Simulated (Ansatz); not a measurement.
# What Y3GaC (Pm-3m) distorts into, part 2 of 3

Wanted: the energy along a soft mode of Y3GaC (Pm-3m) and the structure at the end.

Ansatz 0.2.0; DFT PBEsol, scalar-relativistic, plane waves, PAW; PAW set soft_1.

So far, highest frequency on the path or at a solved wavevector (cm⁻¹): step 2 (the dispersion) 528. Also lowest frequency on the path (cm⁻¹): step 2 -44.2.

### 5. Energy along the mode, all amplitudes (two of the runs are shown above)

An imaginary frequency means negative curvature, so the energy should fall and then rise again as anharmonic terms take over.

This step gave:

```
depth at the lowest point sampled  : 4.937 meV/atom
largest atomic shift at that point : 0.32 Å
```

The energy from the parent by largest atomic shift:

| largest atomic shift (Å) | energy from the parent (meV/atom) |
| --- | --- |
| 0.000 | 0 |
| 0.040 | -0.143 |
| 0.080 | -0.562 |
| 0.140 | -1.62 |
| 0.220 | -3.43 |
| 0.320 | -4.94 |
| 0.450 | -1.14 |
| 0.600 | 22.0 |

Displacement at unit largest shift by atom:

| atom | x (Å) | y (Å) | z (Å) | size |
| --- | --- | --- | --- | --- |
| Y1 | 0.00 | 0.00 | -1.00 | 1.00 |
| Y2 | 0.00 | 0.00 | 1.00 | 1.00 |
| Y3 | 0.00 | -1.00 | 0.00 | 1.00 |
| Y4 | 0.00 | 1.00 | 0.00 | 1.00 |
| Y5 | 0.00 | 0.00 | 0.00 | 0.00 |
| Y6 | 0.00 | 0.00 | 0.00 | 0.00 |
| Ga7 | 0.00 | 0.00 | 0.00 | 0.00 |
| Ga8 | 0.00 | 0.00 | 0.00 | 0.00 |
| C9 | 0.00 | 0.00 | 0.00 | 0.00 |
| C10 | 0.00 | 0.00 | 0.00 | 0.00 |

The lowest of the steps tried is at 0.32 Å, 4.94 meV/atom below the parent; the bottom of the well need not coincide with a step.

### 6. Relaxing from the distorted cell

Starting from the lowest point found, all atoms and the cell are let go, so that strain and other modes of the same symmetry can join in.

Input file input.yaml:

```yaml
crystal:
  lattice:
    - [-4.8062686968, 0.0, 0.0]
    - [0.0, -4.8062686968, -4.8062686968]
    - [0.0, -4.8062686968, 4.8062686968]
  atoms:
    - { symbol: "Y", position: [0.5, 0.7832898575, 0.2167101425] }
    - { symbol: "Y", position: [0.5, 0.2167101425, 0.7832898575] }
    - { symbol: "Y", position: [0.5, 0.2832898575, 0.2832898575] }
    - { symbol: "Y", position: [0.5, 0.7167101425, 0.7167101425] }
    - { symbol: "Y", position: [1.0, 0.0, 0.5] }
    - { symbol: "Y", position: [1.0, 0.5, 0.0] }
    - { symbol: Ga, position: [0.0, 0.5, 0.5] }
    - { symbol: Ga, position: [0.0, 1.0, 1.0] }
    - { symbol: C, position: [0.5, 0.0, 0.5] }
    - { symbol: C, position: [0.5, 0.5, 0.0] }
kpoints:
  mp_grid: { grid: [8, 6, 6] }
hamiltonian:
  xc: pbesol
  pseudopotentials: { kind: paw, azcp: { folder: soft_1 }, xc_functional: pbe }
scf:
  occupations: { method: methfessel_paxton, width: 0.2 }
output:
  forces: true
  stress: true
  eigenvalues: true
relax:
  adjacent_minimum: "off"
  f_tol: 0.002
  max_steps: 120
  cell: { stress_tol: 0.03 }
```

Launch:

```bash
$ ansatz run input.yaml --threads 4 --pin off --max-ram 10240MiB --backend cpu --events-out ev --progress --plain --runs-dir out
```

Numbers of over 12 decimals in the logs are rounded to 6 here.

The program printed:

```text
[...]
Crystal: 10 atoms, lattice volume = 222.052 Å³
Basis set: ecut = 420 eV, 4301 PW (Γ), exchange–correlation on 72×96×96 points (8 copies of the dense FFT grid, shifted against one another)
Bands: 60, of which v1, the nominal top of the filled ones, is band 50 counted from 1 (49 counted from 0)
Symmetry: 16 space group operations
[...]
k-points: 50 of 288
[...]
SCF iter   1: F=—  HF=-30759.670992 eV  |F-HF|=—  |Δ(HF+E_count)|=         —  Δρ=5.83e-2  dr2=1.80e1  ethr=3.10e-3  ⟨swp⟩=5.2  Hψ=11267  notcnv=0
[...]
SCF iter  10: F=-30755.578423 eV  HF=-30755.578423 eV  |F-HF|=2.17e-8  |Δ(HF+E_count)|=   3.75e-8  S|Δr|=    0.00e0  Δρ=3.83e-6  dr2=3.34e-8  ethr=1.00e-10  ⟨swp⟩=11.6  Hψ=11973  notcnv=0
SCF 1 converged in 10 iterations: F = -30755.578423 eV  dr2 = 3.34e-8
[...]
relax step   1: F+E_penalty+E_count = -30755.57842273 eV  Δ(F+E_penalty+E_count) = +0.000e0 eV  max|allowed force component| = 1.176e-2 eV/Å  Δτ_max = 0.0000 Å  P = -0.149 GPa  Ω = 222.052 Å³  (10 SCF iters, dr2 threshold 1.00e-7 eV, accepted)
Crystal: 10 atoms, lattice volume = 221.004 Å³
Basis set: ecut = 420 eV, 4289 PW (Γ), exchange–correlation on 72×96×96 points (8 copies of the dense FFT grid, shifted against one another)
[...]
SCF iter   6: F=-30755.584703 eV  HF=-30755.584703 eV  |F-HF|=2.04e-7  |Δ(HF+E_count)|=   2.53e-6  S|Δr|=    0.00e0  Δρ=9.94e-6  dr2=3.45e-7  ethr=1.00e-9  ⟨swp⟩=3.6  Hψ=11718  notcnv=0
the search or the solves at the SCF's close seem to have found levels that the self-consistency loop had missed (the run counts 1). By its estimate they hold under 1e-12 electrons; where the run keeps them, the occupations were computed again with them
SCF 2 converged in 6 iterations: F = -30755.584703 eV  dr2 = 3.45e-7
[...]
relax step   2: F+E_penalty+E_count = -30755.58470272 eV  Δ(F+E_penalty+E_count) = -6.280e-3 eV  max|allowed force component| = 3.983e-2 eV/Å  Δτ_max = 0.0154 Å  P = +0.211 GPa  Ω = 221.004 Å³  energy of the carried Pulay correction = +2.297e-4 eV  (6 SCF iters, dr2 threshold 1.00e-6 eV, accepted)
Crystal: 10 atoms, lattice volume = 221.502 Å³
[...]
SCF iter   6: F=-30755.588276 eV  HF=-30755.588276 eV  |F-HF|=6.58e-8  |Δ(HF+E_count)|=   5.64e-7  S|Δr|=    0.00e0  Δρ=4.54e-6  dr2=6.93e-8  ethr=6.89e-10  ⟨swp⟩=2.8  Hψ=9871  notcnv=0
SCF 3 converged in 6 iterations: F = -30755.588276 eV  dr2 = 6.93e-8
relax step   3: F+E_penalty+E_count = -30755.58827628 eV  Δ(F+E_penalty+E_count) = -3.574e-3 eV  max|allowed force component| = 1.871e-2 eV/Å  Δτ_max = 0.0088 Å  P = +0.015 GPa  Ω = 221.502 Å³  energy of the carried Pulay correction = +1.204e-4 eV  (6 SCF iters, dr2 threshold 6.89e-7 eV, accepted)
[...]
relax step   4: F+E_penalty+E_count = -30755.58898897 eV  Δ(F+E_penalty+E_count) = -7.127e-4 eV  max|allowed force component| = 1.107e-3 eV/Å  Δτ_max = 0.0187 Å  P = -0.022 GPa  Ω = 221.549 Å³  energy of the carried Pulay correction = +1.101e-4 eV  (7 SCF iters, dr2 threshold 2.19e-8 eV, accepted)
[...]
SCF iter   5: F=-30755.588886 eV  HF=-30755.588886 eV  |F-HF|=1.46e-11  |Δ(HF+E_count)|=  2.18e-11  S|Δr|=    0.00e0  Δρ=8.92e-8  dr2=3.44e-11  ethr=1.00e-12  ⟨swp⟩=4.5  Hψ=9836  notcnv=0
SCF 5 converged in 5 iterations: F = -30755.588886 eV  dr2 = 3.44e-11
relax step   5: F+E_penalty+E_count = -30755.58888623 eV  Δ(F+E_penalty+E_count) = +1.027e-4 eV  max|allowed force component| = 1.112e-3 eV/Å  Δτ_max = 0.0000 Å  P = -0.022 GPa  Ω = 221.549 Å³  stress off target by 2.42e-2 GPa  SCF on the basis re-selected at this cell (its energy is not comparable with the rows above)  (5 SCF iters)
basis re-selected at this cell: Δ(F+E_penalty+E_count) = +1.027e-4 eV, ΔP = -0.000 GPa vs the last step (what re-selecting the basis moved, of the pressure what is left beyond the Pulay correction that the steps carried, after the strain that the cell walked since its last selection, with what the two solves' SCF thresholds leave and, on support functions, any second-order correction that the steps lacked; it is no m [...]
SCF converged after 5 iterations
[...]
Free energy (F): -30755.588886 eV
[...]
Internal energy: -30755.614515 eV  (E = F + TS)
E sigma→0 (E₀):  -30755.595293 eV
Entropy (-TS):   0.025629 eV (2.563 meV/atom)
Fermi energy:    10.081814 eV
[...]
--- Forces (eV/Å), atoms counted from 1 ---
  atom   1  Y      0.00000000     0.00000000    -0.00111244
  atom   2  Y     -0.00000000    -0.00000000     0.00111244
  atom   3  Y     -0.00000000    -0.00111244     0.00000000
  atom   4  Y      0.00000000     0.00111244    -0.00000000
  atom   5  Y     -0.00000000    -0.00000000     0.00000000
  atom   6  Y      0.00000000    -0.00000000    -0.00000000
  atom   7  Ga    -0.00000000     0.00000000     0.00000000
  atom   8  Ga     0.00000000     0.00000000    -0.00000000
  atom   9  C     -0.00000000     0.00000000     0.00000000
  atom  10  C      0.00000000     0.00000000     0.00000000
  max |Σ_I F_I| component: 1.58e-29 eV/Å
--- Stress (GPa, compression-positive) ---
       -0.024158       0.000000       0.000000
        0.000000      -0.021355       0.000000
        0.000000       0.000000      -0.021355
  P = ⅓ Tr σ = -0.0223 GPa (-0.223 kbar)
--- Band table (eV; the first three rows and the last of 50) ---
  k-point 0: bands = [... 46 lower, 9.8392, 9.8392, 9.8694, 10.0685, 10.0685, 10.4493, 11.3638, 11.3638, ... 6 higher]
  k-point 1: bands = [... 46 lower, 9.7182, 9.9094, 9.9582, 10.0287, 10.1532, 10.1606, 11.2508, 11.5152, ... 6 higher]
  k-point 2: bands = [... 46 lower, 9.4346, 9.5352, 9.7036, 9.8912, 10.2786, 10.4226, 11.0079, 11.2938, ... 6 higher]
  k-point 49: bands = [... 46 lower, 9.0964, 9.0964, 9.6488, 9.6488, 11.0858, 11.0858, 12.0144, 12.0144, ... 6 higher]
--- Relaxed structure (4 steps of the walk, 4 accepted, 1 SCFs on fresh bases) ---
  F+E_penalty+E_count = -30755.58888623 eV   max|allowed force component| = 1.112e-3 eV/Å   (the final SCF, on the basis selected at the relaxed cell)
  cell:  # Å, volume = 221.5490 Å³
    - [-4.843553, 0, 0]
    - [0, -4.782312, -4.782312]
    - [0, -4.782312, 4.782312]
  atoms:
    - { symbol: Y, position: [0.5, 0.787747, 0.212253] }
    - { symbol: Y, position: [0.5, 0.212253, 0.787747] }
    - { symbol: Y, position: [0.5, 0.287747, 0.287747] }
    - { symbol: Y, position: [0.5, 0.712253, 0.712253] }
    - { symbol: Y, position: [1.0, 0.0, 0.500000] }
    - { symbol: Y, position: [1.0, 0.500000, 0.0] }
    - { symbol: Ga, position: [0, 0.500000, 0.500000] }
    - { symbol: Ga, position: [0, 1.000000, 1.000000] }
    - { symbol: C, position: [0.5, 0.0, 0.500000] }
    - { symbol: C, position: [0.5, 0.500000, 0.0] }
```

Wall time 43 s (4 threads of Intel Xeon Platinum 8488C (Sapphire Rapids), shared host); peak memory 1 GiB; 2.8 min of CPU time.

The steps of the relaxation:

| step | energy less that of the first step (eV) | largest force component (eV/Å) | pressure (GPa) | volume (Å³) |
| --- | --- | --- | --- | --- |
| 1 | 0.0000 | 0.0118 | -0.15 | 222.05 |
| 2 | -0.0063 | 0.0398 | 0.21 | 221.00 |
| 3 | -0.0099 | 0.0187 | 0.02 | 221.50 |
| 4 | -0.0106 | 0.0011 | -0.02 | 221.55 |
| 5* | -0.0105 | 0.0011 | -0.02 | 221.55 |

Relaxation steps marked * repeat the geometry before them on a plane-wave basis chosen anew for their cell, so energy and pressure can jump there.

Forces are held to the 16 operations that the run works with; a distortion that breaks them can't arise in this run.

| cell as run | before | after | change |
| --- | --- | --- | --- |
| a (Å) | 4.806 | 4.844 | +0.8 % |
| b (Å) | 6.797 | 6.763 | -0.5 % |
| c (Å) | 6.797 | 6.763 | -0.5 % |
| volume (Å³/atom) | 22.21 | 22.15 | -0.2 % |

The atoms that moved most (Å, as changes of fractional coordinates times the final cell):

| atom | dx | dy | dz | length |
| --- | --- | --- | --- | --- |
| Y4 | 0.000 | 0.043 | 0.000 | 0.043 |
| Y2 | 0.000 | 0.000 | 0.043 | 0.043 |
| Y3 | 0.000 | -0.043 | 0.000 | 0.043 |
| Y1 | 0.000 | 0.000 | -0.043 | 0.043 |

Final coordinates:

```xyz
10
Lattice="-4.8436 0.0000 0.0000 0.0000 -4.7823 -4.7823 0.0000 -4.7823 4.7823" Properties=species:S:1:pos:R:3 pbc="T T T"
Y    -2.4218   -4.7823   -2.7522
Y    -2.4218   -4.7823    2.7522
Y    -2.4218   -2.7522    0.0000
Y    -2.4218   -6.8124    0.0000
Y    -4.8436   -2.3912    2.3912
Y    -4.8436   -2.3912   -2.3912
Ga    0.0000   -4.7823    0.0000
Ga    0.0000   -9.5646    0.0000
C    -2.4218   -2.3912    2.3912
C    -2.4218   -2.3912   -2.3912
```

Numbers from this step:

```yaml
pressure: -0.02229 GPa
volume_per_atom: 22.15 Å³
```

The distorted start has space group P4/mbm; the relaxation ends in P4/mbm.

### 7. The new phase in its own primitive cell

The relaxed structure is symmetrised, reduced to its primitive cell and relaxed tightly, as its phonons need.

input.yaml, the sections that differ from step 6:

```yaml
crystal:
  lattice:
    - [6.763210327, 0.0, 0.0]
    - [0.0, 6.763210327, 0.0]
    - [0.0, 0.0, 4.843553384]
  atoms:
    - { symbol: "Y", position: [0.7877472644, 0.7122527356, 0.5] }
    - { symbol: "Y", position: [0.2122527356, 0.2877472644, 0.5] }
    - { symbol: "Y", position: [0.2877472644, 0.7877472644, 0.5] }
    - { symbol: "Y", position: [0.7122527356, 0.2122527356, 0.5] }
    - { symbol: "Y", position: [0.0, 0.0, 0.0] }
    - { symbol: "Y", position: [0.5, 0.5, 0.0] }
    - { symbol: Ga, position: [0.5, 0.0, 0.0] }
    - { symbol: Ga, position: [0.0, 0.5, 0.0] }
    - { symbol: C, position: [0.0, 0.0, 0.5] }
    - { symbol: C, position: [0.5, 0.5, 0.5] }
kpoints:
  mp_grid: { grid: [6, 6, 8] }
relax:
  adjacent_minimum: "off"
  f_tol: 0.001
  max_steps: 60
  cell: { stress_tol: 0.01 }
# hamiltonian, scf, output: as in step 6
```

The program printed:

```text
[...]
Crystal: 10 atoms, lattice volume = 221.549 Å³
Basis set: ecut = 420 eV, 4289 PW (Γ), exchange–correlation on 96×96×72 points (8 copies of the dense FFT grid, shifted against one another)
Bands: 60, of which v1, the nominal top of the filled ones, is band 50 counted from 1 (49 counted from 0)
Symmetry: 16 space group operations
[...]
k-points: 50 of 288
[...]
- { symbol: Y, position: [0.212166, 0.287834, 0.500000] }
    - { symbol: Y, position: [0.287834, 0.787834, 0.500000] }
    - { symbol: Y, position: [0.712166, 0.212166, 0.500000] }
    - { symbol: Y, position: [0, 0, 0] }
    - { symbol: Y, position: [0.5, 0.5, 0] }
    - { symbol: Ga, position: [0.5, 0, 0] }
    - { symbol: Ga, position: [0, 0.5, 0] }
    - { symbol: C, position: [0, 0, 0.500000] }
    - { symbol: C, position: [0.5, 0.5, 0.500000] }
[key lines of the parts left out:]
SCF converged after 4 iterations
Free energy (F): -30755.588894 eV
Fermi energy:    10.085495 eV
P = ⅓ Tr σ = -0.0001 GPa (-0.001 kbar)
```

Wall time 43 s (4 threads); peak memory 1 GiB.

Little changed from the start: no atom moved by 0.005 Å and no cell edge by 0.1 %.

Numbers from this step:

```yaml
pressure: -1.46e-4 GPa
```

The largest force component left is 0.25 meV/Å and the pressure is 0.000 GPa, within the tolerances set. The cell now holds 22.15 Å³/atom.

(Part 2 of 3 ends here.)

[Logs are printed without paths, hosts, clocks, repeated set-up lines and the standing remarks that a program may print on its own settings, such as how far it seeks lower states.]

[Hosts, paths, dates, database ids (printed as entryN), source tags and the programs' standing remarks are cut or masked in the printed files.]
